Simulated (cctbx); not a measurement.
**Which space group?**

Cell: a = 3.9060 Å, b = 3.9060 Å, c = 19.4080 Å, α = 90.00°, β = 90.00°, γ = 120.00°. Expected content of the cell: Eu3 Te6 Be3.

The data are simulated with cctbx, not measured: Cu Kα, λ = 1.54184 Å, to d = 0.83 Å, 95 % of the full sphere, strongest reflection 70000 counts, noise from counting, a 6 % proportional error and a noise floor of 8 counts (s.d.); no absorption.

Tests on the unmerged data give:

```text
1784 reflections to d = 0.833 A
centring   violations  <I/sigma> of those
    A        301 of   878      5.1
    B        302 of   887      5.0
    C        299 of   875      5.0
    I        296 of   882      4.9
    R          0 of  1172     -0.0
    F        451 of  1320      5.0
Laue class    unique    Rint  (classes that these axes allow; Friedel mates merged)
R -3 :H           112   0.043
R -3 m :H          82   0.045
space group    extra absences  I>4sigma  <I/sigma>
R 3 2 :H                0          0         -  acentric
R 3 m :H                0          0         -  acentric
R -3 m :H               0          0         -  centric
Wilson B = 0.87 A^2   <|E^2-1|> = 0.744 (0.968 centric, 0.736 acentric)   E^2>4: 0.0 %
shell (A)         n   <I/sigma>
 6.47 - 1.51     19     33.1
 1.51 - 1.20     13     38.4
 1.20 - 1.05     14     32.2
 1.05 - 0.95      8     40.3
 0.95 - 0.89     14     39.9
 0.89 - 0.83     14     40.2
```

Q: Read the symmetry from these tables.

The reflections that R centring forbids are absent (⟨I/σ⟩ near 0), so the lattice is R.

Rint stays low (0.043 to 0.045) up to R -3 m :H, the highest class in these axes.

3 settings pass the absence test. No glide or screw absences show, which leaves R 3 2, R 3 m and R -3 m.

⟨|E²−1|⟩ = 0.744 leans to a non-centrosymmetric structure. Here that hint misleads: the statistic assumes many like atoms on general positions, and few, heavy or special-position atoms break it. The Wilson B of 0.87 Å² means U ≈ 0.0110 Å².

The true group is R-3m (no. 166), Laue class -3m, centrosymmetric. The tables only narrow the choice to the tied entries; cell content, site symmetry and trial solutions must settle it.

The model is made up (kin elements in a known structure type, no relaxation), so it says nothing on whether the phase exists.

[Logs are printed without paths, hosts, clocks, repeated set-up lines and the standing remarks that a program may print on its own settings, such as how far it seeks lower states.]
